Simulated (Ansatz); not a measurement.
# Li on Mo(110): change of the work function, part 3 of 3

How does Li on the hollow site change the work function of Mo(110) as the layer fills?

Ansatz 0.2.0; plane-wave DFT, PBE, Ansatz PAW.

So far, work function, upper face (eV): step 2 (the clean slab) 4.60; step 3 (17 atoms, coverage 0.25 ML, cell 2x2) 2.50.

**4. The covered slab, k-mesh 12×12×1, coverage 1 ML**

System of this step: Li/Mo(110). The cell holds 5 atoms: 4 Mo and 1 Li. Cell: a = 2.728 Å, b = 2.728 Å, c = 27.102 Å, α = 90.0°, β = 90.0°, γ = 70.5°. Vacuum lies along c.

Another coverage, to see how the dipoles act on each other as their distance changes.

File input.yaml:

```yaml
crystal:
  lattice:
    - [2.2273863607, -1.575, 0.0]
    - [2.2273863607, 1.575, 0.0]
    - [0.0, 0.0, 27.1015886411]
  atoms:
    - { symbol: Mo, position: [0.0, 0.0, 0.3320838538] }
    - { symbol: Mo, position: [0.5, 0.5, 0.4142704145] }
    - { symbol: Mo, position: [0.0, 0.0, 0.4972773475] }
    - { symbol: Mo, position: [0.5, 0.5, 0.5764664966] }
    - { symbol: Li, position: [0.84, 0.84, 0.6679161462] }
kpoints:
  mp_grid: { grid: [12, 12, 1] }
hamiltonian:
  xc: pbe
scf:
  occupations: { method: fermi_dirac, width: 0.1 }
  convergence: { dr2_threshold: 1.0e-08 }
efield:
  axis: 3
  dipole_correction: true
  ramp_position: 0.97
  ramp_width: 0.06
relax:
  f_tol: 0.02
  max_steps: 60
  constraints: [{ sites: [0, 1] }]
output:
  write_potential: true
  write_density: true
  volumetric_format: npy
```

The run is started by

```console
ansatz run input.yaml --threads 4 --pin off --max-ram 6144MiB --backend cpu --events-out ev --progress --plain --runs-dir out
```

Standard output:

```text
[...]
Crystal: 5 atoms, lattice volume = 190.152 Å³
Basis set: ecut = 420 eV, 3781 PW (Γ), exchange–correlation on 40×40×384 points (8 copies of the dense FFT grid, shifted against one another)
Bands: 36, of which v1, the nominal top of the filled ones, is band 30 counted from 1 (29 counted from 0)
Symmetry: 2 space group operations
[...]
k-points: 43 of 144 (time reversal used)
[...]
SCF iter   1: F=—  HF=-20026.807916 eV  |F-HF|=—  |Δ(HF+E_count)|=         —  Δρ=6.07e-3  dr2=3.26e0  ethr=1.77e-3  p=0.070 e·Å  D=6.66e-2 V/Å  ΔV_dip=-1.81 eV  dr2_dipole=2.15e0  V_vac-E_F(+/−)=3.18/4.98 eV  ⟨swp⟩=9.0  Hψ=16645  notcnv=0  defer=2
[...]
SCF iter   9: F=-20026.763332 eV  HF=-20026.763332 eV  |F-HF|=2.11e-8  |Δ(HF+E_count)|=   4.70e-9  Δρ=1.27e-6  dr2=5.85e-9  ethr=1.69e-11  p=0.042 e·Å  D=3.96e-2 V/Å  ΔV_dip=-1.07 eV  dr2_dipole=3.58e-10  V_vac-E_F(+/−)=3.59/4.67 eV  ⟨swp⟩=8.5  Hψ=11811  notcnv=0
SCF 1 converged in 9 iterations: F = -20026.763332 eV  dr2 = 5.85e-9
[...]
relax step   1: F+E_penalty+E_count = -20026.76333161 eV  Δ(F+E_penalty+E_count) = +0.000e0 eV  max|allowed force component| = 5.447e-1 eV/Å  Δτ_max = 0.0000 Å  (9 SCF iters, accepted)
Bands: 42, of which v1, the nominal top of the filled ones, is band 30 counted from 1 (29 counted from 0)
[...]
SCF iter  10: F=-20026.827763 eV  HF=-20026.827763 eV  |F-HF|=4.61e-9  |Δ(HF+E_count)|=   8.39e-8  Δρ=1.72e-6  dr2=7.82e-9  ethr=1.69e-11  p=0.053 e·Å  D=5.00e-2 V/Å  ΔV_dip=-1.36 eV  dr2_dipole=1.75e-10  V_vac-E_F(+/−)=3.29/4.65 eV  ⟨swp⟩=8.7  Hψ=12194  notcnv=0
SCF 2 converged in 10 iterations: F = -20026.827763 eV  dr2 = 7.82e-9
relax step   2: F+E_penalty+E_count = -20026.82776283 eV  Δ(F+E_penalty+E_count) = -6.443e-2 eV  max|allowed force component| = 2.850e-1 eV/Å  Δτ_max = 0.1949 Å  (10 SCF iters, accepted)
[...]
SCF iter   9: F=-20026.860490 eV  HF=-20026.860490 eV  |F-HF|=5.68e-10  |Δ(HF+E_count)|=   2.05e-8  Δρ=7.24e-7  dr2=3.04e-9  ethr=1.69e-11  p=0.052 e·Å  D=4.98e-2 V/Å  ΔV_dip=-1.35 eV  dr2_dipole=2.71e-10  V_vac-E_F(+/−)=3.30/4.65 eV  ⟨swp⟩=10.0  Hψ=10691  notcnv=0
SCF 3 converged in 9 iterations: F = -20026.860490 eV  dr2 = 3.04e-9
relax step   3: F+E_penalty+E_count = -20026.86049025 eV  Δ(F+E_penalty+E_count) = -3.273e-2 eV  max|allowed force component| = 9.969e-2 eV/Å  Δτ_max = 0.1970 Å  (9 SCF iters, accepted)
[...]
relax step   4: F+E_penalty+E_count = -20026.87751919 eV  Δ(F+E_penalty+E_count) = -1.703e-2 eV  max|allowed force component| = 4.802e-2 eV/Å  Δτ_max = 0.2000 Å  (9 SCF iters, accepted)
[...]
relax step   5: F+E_penalty+E_count = -20026.88183594 eV  Δ(F+E_penalty+E_count) = -4.317e-3 eV  max|allowed force component| = 3.214e-2 eV/Å  Δτ_max = 0.1952 Å  (9 SCF iters, accepted)
SCF iter   1: F=—  HF=-20026.882891 eV  |F-HF|=—  |Δ(HF+E_count)|=         —  Δρ=1.88e-3  dr2=4.59e-3  ethr=1.74e-5  p=0.054 e·Å  D=5.10e-2 V/Å  ΔV_dip=-1.38 eV  dr2_dipole=5.06e-6  V_vac-E_F(+/−)=3.26/4.65 eV  ⟨swp⟩=3.5  Hψ=4897  notcnv=0  defer=30
[...]
SCF iter   7: F=-20026.882187 eV  HF=-20026.882187 eV  |F-HF|=2.66e-10  |Δ(HF+E_count)|=   2.92e-8  Δρ=9.91e-7  dr2=6.67e-9  ethr=1.69e-11  p=0.054 e·Å  D=5.11e-2 V/Å  ΔV_dip=-1.39 eV  dr2_dipole=4.99e-10  V_vac-E_F(+/−)=3.26/4.65 eV  ⟨swp⟩=8.5  Hψ=11852  notcnv=0
SCF 6 converged in 7 iterations: F = -20026.882187 eV  dr2 = 6.67e-9
relax step   6: F+E_penalty+E_count = -20026.88218656 eV  Δ(F+E_penalty+E_count) = -3.506e-4 eV  max|allowed force component| = 1.813e-2 eV/Å  Δτ_max = 0.0294 Å  (7 SCF iters, accepted)
[...]
WARN: The output density's exchange-correlation potential varies sharply where the density is thin. Do not read a vacuum level from v_tot or v_xc, or from such a field of the output density. On a cell that repeats whose density bears no net charge and no dipole along the vacuum's axis use v_es (v_loc + v_h of the components); under efield.dipole_correction with no amplitude use v_es + v_field, which holds any externa [...]
SCF converged after 7 iterations
Free energy (F): -20026.882187 eV
[...]
Internal energy: -20026.751065 eV  (E = F + TS)
E sigma→0 (E₀):  -20026.816626 eV
Entropy (-TS):   -0.131122 eV (-26.224 meV/atom)
Fermi energy:    4.816945 eV
Dipole field:    D = 0.051152 V/Å  (p = 0.053753 e·Å, saw-weighted, corrected)
Work function:   Φ+ = 3.2612 eV   Φ− = 4.6475 eV
[...]
--- Forces (eV/Å), atoms counted from 1 ---
  atom   1  Mo    -0.00045792    -0.00000000     0.52078859
  atom   2  Mo    -0.00696573     0.00000000    -0.51603242
  atom   3  Mo    -0.00325927    -0.00000000     0.00741816
  atom   4  Mo     0.01609907     0.00000000    -0.01812765
  atom   5  Li    -0.00543606    -0.00000000     0.00595079
  max |Σ_I F_I| component: 1.99e-5 eV/Å
--- Band table (eV; the first three rows and the last of 43) ---
  k-point 0: bands = [... 26 lower, 3.4018, 3.4951, 3.9668, 4.1920, 4.9538, 5.3043, 5.8743, 6.0649, ... 8 higher]
  k-point 1: bands = [... 26 lower, 3.2850, 3.5139, 3.9807, 4.1542, 4.8102, 5.2842, 5.5934, 5.9236, ... 8 higher]
  k-point 2: bands = [... 26 lower, 3.0833, 3.4971, 3.9813, 4.0673, 4.6148, 5.1319, 5.8154, 5.8666, ... 8 higher]
  k-point 42: bands = [... 26 lower, 4.9782, 5.3184, 5.5759, 5.8275, 6.1429, 6.8659, 7.6977, 7.7042, ... 8 higher]
--- Relaxed structure (6 steps of the walk, 6 accepted, 0 SCFs on fresh bases) ---
  F+E_penalty+E_count = -20026.88218656 eV   max|allowed force component| = 1.813e-2 eV/Å
  atoms:
    - { symbol: Mo, position: [0.0, 0.0, 0.3320838538] }
    - { symbol: Mo, position: [0.5, 0.5, 0.4142704145] }
    - { symbol: Mo, position: [-0.000527354, -0.000527354, 0.497016] }
    - { symbol: Mo, position: [0.498698, 0.498698, 0.578043] }
    - { symbol: Li, position: [1.001868, 1.001868, 0.660665] }
```

Elapsed: 2.9 min, on 4 threads of Arm Neoverse N1, shared host; peak memory 0.64 GiB.

Relaxation path:

| step | energy less that of the first step (eV) | largest force component (eV/Å) |
| --- | --- | --- |
| 1 | 0.0000 | 0.5447 |
| 2 | -0.0644 | 0.2850 |
| 3 | -0.0972 | 0.0997 |
| 4 | -0.1142 | 0.0480 |
| 5 | -0.1185 | 0.0321 |
| 6 | -0.1189 | 0.0181 |

Forces are held to the 2 operations that the program found; a distortion that breaks them can't arise in this run.

The atoms that moved most (Å):

| atom | dx | dy | dz | length |
| --- | --- | --- | --- | --- |
| Li5 | 0.721 | 0.000 | -0.197 | 0.747 |
| Mo4 | -0.006 | 0.000 | 0.043 | 0.043 |
| Mo3 | -0.002 | 0.000 | -0.007 | 0.007 |

Final coordinates:

```cif
data_structure
_symmetry_space_group_name_H-M 'P 1'
_symmetry_Int_Tables_number 1
_cell_length_a 2.7280
_cell_length_b 2.7280
_cell_length_c 27.1016
_cell_angle_alpha 90.000
_cell_angle_beta 90.000
_cell_angle_gamma 70.529
_cell_volume 190.15
loop_
_atom_site_label
_atom_site_type_symbol
_atom_site_fract_x
_atom_site_fract_y
_atom_site_fract_z
_atom_site_occupancy
Mo1 Mo 0.00000 0.00000 0.33208 1
Mo2 Mo 0.50000 0.50000 0.41427 1
Mo3 Mo 0.99947 0.99947 0.49702 1
Mo4 Mo 0.49870 0.49870 0.57804 1
Li5 Li 0.00187 0.00187 0.66067 1
```

This step gave:

- energy at zero smearing: -20026.8166 eV
- work function, upper face: 3.261 eV
- work function, lower face: 4.647 eV
- dipole along the normal: 0.05375 e·Å
- step between the vacuum levels: -1.386 eV

Running mean over 2.227 Å of the planar mean; the ramp of the sawtooth is left out. The electron's electrostatic potential energy less the Fermi level by z:

z (Å), electron's electrostatic potential energy less the Fermi level (eV) and a bar from the least value:
```
      3.5        4.6 ##############################
      4.0        4.6 ##############################
      4.5        4.6 ##############################
      5.0        4.6 ##############################
      5.5        4.6 ##############################
      6.0        4.5 ##############################
      6.5        4.2 #############################
      7.0        3.2 ###########################
      7.5       -0.1 ######################
      8.0       -6.0 ############
      8.5      -10.8 ####
      9.0      -12.4 #
      9.5      -12.6 #
     10.0      -12.7 #
     10.5      -12.8 
     11.0      -12.8 
     11.5      -12.8 
     12.0      -12.7 
     12.5      -12.7 #
     13.0      -12.8 
     13.5      -12.8 
     14.0      -12.9 
     14.5      -13.0 
     15.0      -12.8 
     15.5      -12.5 #
     16.0      -11.7 ##
     16.5       -8.9 #######
     17.0       -5.0 ##############
     17.5       -2.2 ##################
     18.0       -1.6 ###################
     18.5       -1.2 ####################
     19.0        0.2 ######################
     19.5        1.9 #########################
     20.0        2.7 ###########################
     20.5        3.0 ###########################
     21.0        3.2 ###########################
     21.5        3.2 ############################
     22.0        3.2 ############################
     22.5        3.3 ############################
     23.0        3.3 ############################
     23.5        3.3 ############################
```

The relaxation took 6 steps and lowered the energy by 0.12 eV; the largest force on the free atoms ends at 0.018 eV/Å.

The covered face has 3.26 eV, -1.34 eV against the clean one; the bare back face has moved by -0.05 eV, a measure of how thin the slab is.

**5. Work function against coverage**

This step: plane-wave DFT, PBE, Ansatz PAW; work function against coverage (Ansatz 0.2.0).

The runs are now put side by side.

Numbers from this step:

| Quantity | Value |
| --- | --- |
| work function of the clean face | 4.598 eV |
| largest change of the work function | -2.101 eV |

Work function of the covered face against coverage:

| coverage (adsorbates/nm²) | work function of the covered face (eV) |
| --- | --- |
| 0.00 | 4.60 |
| 3.56 | 2.50 |
| 14.25 | 3.26 |

The dipole per adsorbate comes from the change of the cell's dipole. Coverage, by row:

| coverage (1/nm²) | coverage (ML) | work function (eV) | change (eV) | dipole per adsorbate, positive end outwards (debye) | mean height of the added atoms over the highest substrate atom (Å) |
| --- | --- | --- | --- | --- | --- |
| 3.563 | 0.25 | 2.497 | -2.101 | 1.536 | 2.255 |
| 14.25 | 1 | 3.261 | -1.337 | 0.24 | 2.239 |

**6. Results**

```
work function of the clean face                        : 4.60 eV
work function at 0.25 ML                               : 2.50 eV
work function at 1 ML                                  : 3.26 eV
dipole per adsorbate at 0.25 ML, positive end outwards : 1.54 D
```

What this shows: Li lowers the work function of Mo(110) at the lowest coverage, by 2.10 eV: the adsorbate layer has its positive end outwards. The slab has 4 layers, at the tabulated experimental lattice constant, one starting site was run, and quantum-size effects of a slab this thin can reach one or two tenths of an eV.

[Long decimals in the printed logs are rounded to 6 places.]

[Logs are printed without paths, hosts, clocks, repeated set-up lines and the standing remarks that a program may print on its own settings, such as how far it seeks lower states.]

[Hosts, paths, dates, database ids (printed as entryN), source tags and the programs' standing remarks are cut or masked in the printed files.]

[Maps of the electrostatic potential energy from Ansatz leave out the sawtooth potential of an applied field or a dipole correction, so their vacuum need not be flat; planar profiles and work functions include it.]
